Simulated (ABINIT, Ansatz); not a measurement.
**A GW chain in ABINIT: InP (F-43m)**

Wanted: ground state, empty states, screening and self-energy for InP (F-43m).

Program: ABINIT 10.8.3. Level of theory: PBE and many-body steps on it, plane waves. Values are calculated unless marked as measured.

The database entry behind the starting cell differs from other determinations of this structure, so it need not match the best structure at room temperature.

### Step 1. The structure

It takes space group F-43m (No. 216, cubic). The conventional cell has a = 5.861 Å, b = 5.861 Å, c = 5.861 Å, α = 90.00°, β = 90.00°, γ = 90.00°. Nearest to In lie 4 P at 2.54 Å. Nearest to P lie 4 In at 2.54 Å. Farther neighbours, and contacts between anions beyond the nearest, are not listed.

The cell and positions come from the Crystallography Open Database and are kept as given unless a step says otherwise.

### Step 2. Ground state

This step: ABINIT 10.8.3; DFT, PBE, plane waves, norm-conserving pseudopotentials.

The ground-state density comes first.

run.abi

```
acell 3*1.0 Angstrom
rprim 
  0.000000000000 2.930500000000 2.930500000000
  2.930500000000 -0.000000000000 2.930500000000
  2.930500000000 2.930500000000 0.000000000000
ntypat 2
znucl 49 15
natom 2
typat 1 2
xred 
  0.000000000000 0.000000000000 0.000000000000
  0.250000000000 0.250000000000 0.250000000000
pp_dirpath "pseudos"
pseudos "In.upf, P.upf"
ecut 33
ngkpt 6 6 6
nshiftk 1
shiftk 0 0 0
kptopt 1
chksymbreak 0
nband 18
occopt 1
tolvrs 1e-10
nstep 60
prtwf 0
optforces 0
optstress 0
indata_prefix "in"
outdata_prefix "out"
tmpdata_prefix "tmp"
```

Run with:

```sh
> OMP_NUM_THREADS=1 mpirun -n 8 abinit run.abi > log
```

Log:

```text
.Version 10.8.3 of ABINIT. v10.8.2 released Aug 2026.

 Symmetries : space group F-4 3 m (#216); Bravais cF (face-center cubic)
================================================================================
 Values of the parameters that define the memory need of the present run
     intxc =       0    ionmov =       0      iscf =       7    lmnmax =       6
     lnmax =       6     mgfft =      45  mpssoang =       3    mqgrid =    3001
     natom =       2  nloc_mem =       1    nspden =       1   nspinor =       1
    nsppol =       1      nsym =      24    n1xccc =    2501    ntypat =       2
    occopt =       1   xclevel =       2
-    mband =          18        mffmem =           1         mkmem =           2
       mpw =        3100          nfft =       91125          nkpt =          16
================================================================================
  Rough estimation (10% accuracy) of disk space for files :
================================================================================

--------------------------------------------------------------------------------
------------- Echo of variables that govern the present computation ------------
--------------------------------------------------------------------------------
 -outvars: echo values of preprocessed input variables --------
            acell      1.8897261259E+00  1.8897261259E+00  1.8897261259E+00 Bohr

      chksymbreak           0
             ecut      3.30000000E+01 Hartree
-          fftalg         312

              ixc     -101130
              kpt      0.00000000E+00  0.00000000E+00  0.00000000E+00
                       1.66666667E-01  0.00000000E+00  0.00000000E+00
                       3.33333333E-01  0.00000000E+00  0.00000000E+00
                       5.00000000E-01  0.00000000E+00  0.00000000E+00
                       1.66666667E-01  1.66666667E-01  0.00000000E+00
                       3.33333333E-01  1.66666667E-01  0.00000000E+00
                       5.00000000E-01  1.66666667E-01  0.00000000E+00
                      -3.33333333E-01  1.66666667E-01  0.00000000E+00
                      -1.66666667E-01  1.66666667E-01  0.00000000E+00
   [... 5 further rows ...]
                      -3.33333333E-01  3.33333333E-01  1.66666667E-01
                      -3.33333333E-01  5.00000000E-01  1.66666667E-01
         kptrlatt        6    0    0      0    6    0      0    0    6
          kptrlen      4.69901511E+01
P           mkmem           2
            natom           2
            nband          18
            ngfft          45      45      45
             nkpt          16
            nstep          60
             nsym          24
           ntypat           2
              occ      2.000000  2.000000  2.000000  2.000000  2.000000  2.000000
                       2.000000  2.000000  2.000000  2.000000  2.000000  2.000000
                       2.000000  0.000000  0.000000  0.000000  0.000000  0.000000
        optforces           0
        optstress           0
            prtwf           0
            rprim      0.0000000000E+00  2.9305000000E+00  2.9305000000E+00
[...]
spgroup         216

           tolvrs      1.00000000E-10

             xred      0.0000000000E+00  0.0000000000E+00  0.0000000000E+00
[...]
znucl       49.00000   15.00000

================================================================================

 chkinp: Checking input parameters for consistency.

================================================================================
== DATASET  1 ==================================================================
-   mpi_nproc: 8, omp_nthreads: 1 (-1 if OMP is not activated)

--- !DatasetInfo
iteration_state: {dtset: 1, }
dimensions: {natom: 2, nkpt: 16, mband: 18, nsppol: 1, nspinor: 1, nspden: 1, mpw: 3100, }
cutoff_energies: {ecut:  33.0, pawecutdg:  -1.0, }
electrons: {nelect:   2.60000000E+01, charge:   0.00000000E+00, occopt:   1.00000000E+00, tsmear:   1.00000000E-02, }

 Real(R)+Recip(G) space primitive vectors, cartesian coordinates (Bohr,Bohr^-1):
 R(1)=  0.0000000  5.5378424  5.5378424  G(1)= -0.0902879  0.0902879  0.0902879
 R(2)=  5.5378424  0.0000000  5.5378424  G(2)=  0.0902879 -0.0902879  0.0902879
 R(3)=  5.5378424  5.5378424  0.0000000  G(3)=  0.0902879  0.0902879 -0.0902879
 Unit cell volume ucvol=  3.3966576E+02 bohr^3
 Angles (23,13,12)=  6.00000000E+01  6.00000000E+01  6.00000000E+01 degrees

 getcut: wavevector=  0.0000  0.0000  0.0000  ngfft=  45  45  45
         ecut(hartree)=     33.000   => boxcut(ratio)=   2.17258

--- Pseudopotential description ------------------------------------------------
- In Generated using ONCVPSP code by D. R. Hamann
- 49.00000  21.00000  171031                  znucl, zion, pspdat
12 -101130 2 -1 1964                          pspcod,pspxc,lmax,lloc,mmax
     nproj     2     2     2
  pspatm : epsatm=   33.77322108
         --- l  ekb(1:nproj) -->
[...]
pspatm: atomic psp has been read  and splines computed

- P Generated using ONCVPSP code by D. R. Hamann
- 15.00000   5.00000  171031                  znucl, zion, pspdat
12 -101130 2 -1 1298                          pspcod,pspxc,lmax,lloc,mmax
     nproj     2     2     2
  pspatm : epsatm=    8.05910421
         --- l  ekb(1:nproj) -->
[...]
2   -3.154982   -0.827415
 pspatm: atomic psp has been read  and splines computed

   1.08764046E+03                                ecore*ucvol(ha*bohr**3)
--------------------------------------------------------------------------------

_setup2: Arith. and geom. avg. npw (full set) are    3076.875    3076.851

================================================================================

--- !BeginCycle
iteration_state: {dtset: 1, }
solver: {iscf: 7, nstep: 60, nline: 4, wfoptalg: 0, }
tolerances: {tolvrs: 1.00E-10, }

     iter   Etot(hartree)      deltaE(h)  residm     vres2
 ETOT  1  -205.97379630002    -2.060E+02 2.231E-01 2.035E+02
 ETOT  2  -206.37873386066    -4.049E-01 1.252E-02 2.815E+01
 ETOT  3  -206.38174677282    -3.013E-03 2.083E-02 7.750E-01
 ETOT  4  -206.38178877304    -4.200E-05 7.453E-04 6.304E-02
 ETOT  5  -206.38179190036    -3.127E-06 1.917E-04 6.390E-03
 ETOT  6  -206.38179338651    -1.486E-06 1.096E-03 2.070E-03
 ETOT  7  -206.38179369326    -3.067E-07 7.848E-05 4.100E-06
 ETOT  8  -206.38179369380    -5.420E-10 2.939E-04 8.570E-08
 ETOT  9  -206.38179369381    -1.276E-11 1.631E-05 3.250E-09
 ETOT 10  -206.38179369381    -2.530E-12 5.739E-05 2.705E-10
 ETOT 11  -206.38179369381    -6.253E-13 3.083E-06 1.165E-11

 At SCF step   11       vres2   =  1.17E-11 < tolvrs=  1.00E-10 =>converged.

--- !ResultsGS
iteration_state: {dtset: 1, }
comment   : Summary of ground state results
lattice_vectors:
- [  0.0000000,   5.5378424,   5.5378424, ]
- [  5.5378424,  -0.0000000,   5.5378424, ]
- [  5.5378424,   5.5378424,   0.0000000, ]
lattice_lengths: [   7.83169,    7.83169,    7.83169, ]
lattice_angles: [ 60.000,  60.000,  60.000, ] # degrees, (23, 13, 12)
lattice_volume:   3.3966576E+02
convergence: {deltae: -6.253E-13, res2:  1.165E-11, residm:  3.083E-06, diffor:  0.000E+00, }
etotal    :  -2.06381794E+02
entropy   :   0.00000000E+00
fermie    :   1.82435607E-01
cartesian_stress_tensor: null
pressure_GPa: null
xred      :
- [  0.0000E+00,   0.0000E+00,   0.0000E+00, In]
- [  2.5000E-01,   2.5000E-01,   2.5000E-01,  P]
cartesian_forces: null
force_length_stats: {min: null, max: null, mean: null, }

 Integrated electronic density in atomic spheres:
 ------------------------------------------------
 Atom  Sphere_radius  Integrated_density
    1        2.00000         17.85064401
    2        2.00000          2.75896772
================================================================================

 ----iterations are completed or convergence reached----

 Mean square residual over all n,k,spin=   10.723E-09; max=  30.825E-07
 reduced coordinates (array xred) for    2 atoms
       0.000000      0.000000      0.000000
       0.250000      0.250000      0.250000
 rms dE/dt=  0.0000E+00; max dE/dt=  0.0000E+00; dE/dt below (all hartree)
    1       0.000000      0.000000      0.000000
    2       0.000000      0.000000      0.000000

 cartesian coordinates (angstrom) at end:
    1      0.000000     0.000000     0.000000
    2      1.465250     1.465250     1.465250
 length scales=  1.889726  1.889726  1.889726 bohr
              =  1.000000  1.000000  1.000000 angstroms
 prteigrs : about to open file out_EIG
 Fermi (or HOMO) energy (hartree) =   0.18244   Average Vxc (hartree)=  -0.34806
 Eigenvalues (hartree) for nkpt=  16  k points:
 kpt#   1, nband= 18, wtk=  0.00463, kpt=  0.0000  0.0000  0.0000 (reduced coord)
  -4.04594   -2.51987   -2.51987   -2.51987   -0.33970   -0.33970   -0.33970   -0.33420
  -0.33420   -0.24085    0.18244    0.18244    0.18244    0.20849    0.33265    0.33265
   0.33265    0.49824
 prteigrs : prtvol=0 or 1, do not print more k-points.

--- !EnergyTerms
iteration_state     : {dtset: 1, }
comment             : Components of total free energy in Hartree
kinetic             :  7.021444E+01
hartree             :  7.447536E+01
xc                  : -3.014199E+01
Ewald energy        : -1.040546E+02
psp_core            :  3.202090E+00
local_psp           : -2.042560E+02
non_local_psp       : -1.582107E+01
total_energy        : -2.063818E+02
total_energy_eV     : -5.615935E+03
band_energy         : -2.647714E+01

== END DATASET(S) ==============================================================
================================================================================

 -outvars: echo values of variables after computation  --------
           etotal     -2.0638179369E+02
            nband          18
             nkpt          16
          spgroup         216
 [... the other variables as echoed above ...]

 Calculation completed.
```

Wall time 10 s (8 MPI ranks of Intel Xeon Platinum 8259CL at 2.50GHz (Skylake/Cascade Lake), shared host); peak memory 0.73 GiB.

This step gave:

| Item | Value |
| --- | --- |
| total energy | -5615.9347 eV |
| gap | 0.7089 eV |
| k of the valence top | 0, 0, 0 |
| k of the conduction bottom | 0, 0, 0 |
| least direct gap | 0.7089 eV |

The gap is direct, at Γ.

(Continued in part 2 of 3.)

[Long decimals in the printed logs are rounded to 6 places.]

[Logs are printed without paths, hosts, clocks, repeated set-up lines and the standing remarks that a program may print on its own settings, such as how far it seeks lower states.]

[Paths, hosts, dates, memory and timing lines, banners, echoed tables and standing remarks are left out of the program output; an Ansatz launch command may be rebuilt from the run's recorded settings. Measured values are a selection of at most five: reports struck by readers or far from the other reports are left out. None is set beside runs whose start may be inverted or whose files or cutoffs have a known fault.]

[Runs of the session that timed out or met a known fault of the program may be left out.]

[Hosts, paths, dates, database ids (printed as entryN), source tags and the programs' standing remarks are cut or masked in the printed files.]

[G0W0 gaps are taken among the corrected bands and points alone; a level outside them can change the order at an edge.]

[Where Ansatz stands beside ABINIT at settings called matched, ABINIT's density can come from a denser mesh and the files from another edition; pairs whose starting gaps differed by over 0.03 eV were left out, so agreement reads better than it is.]
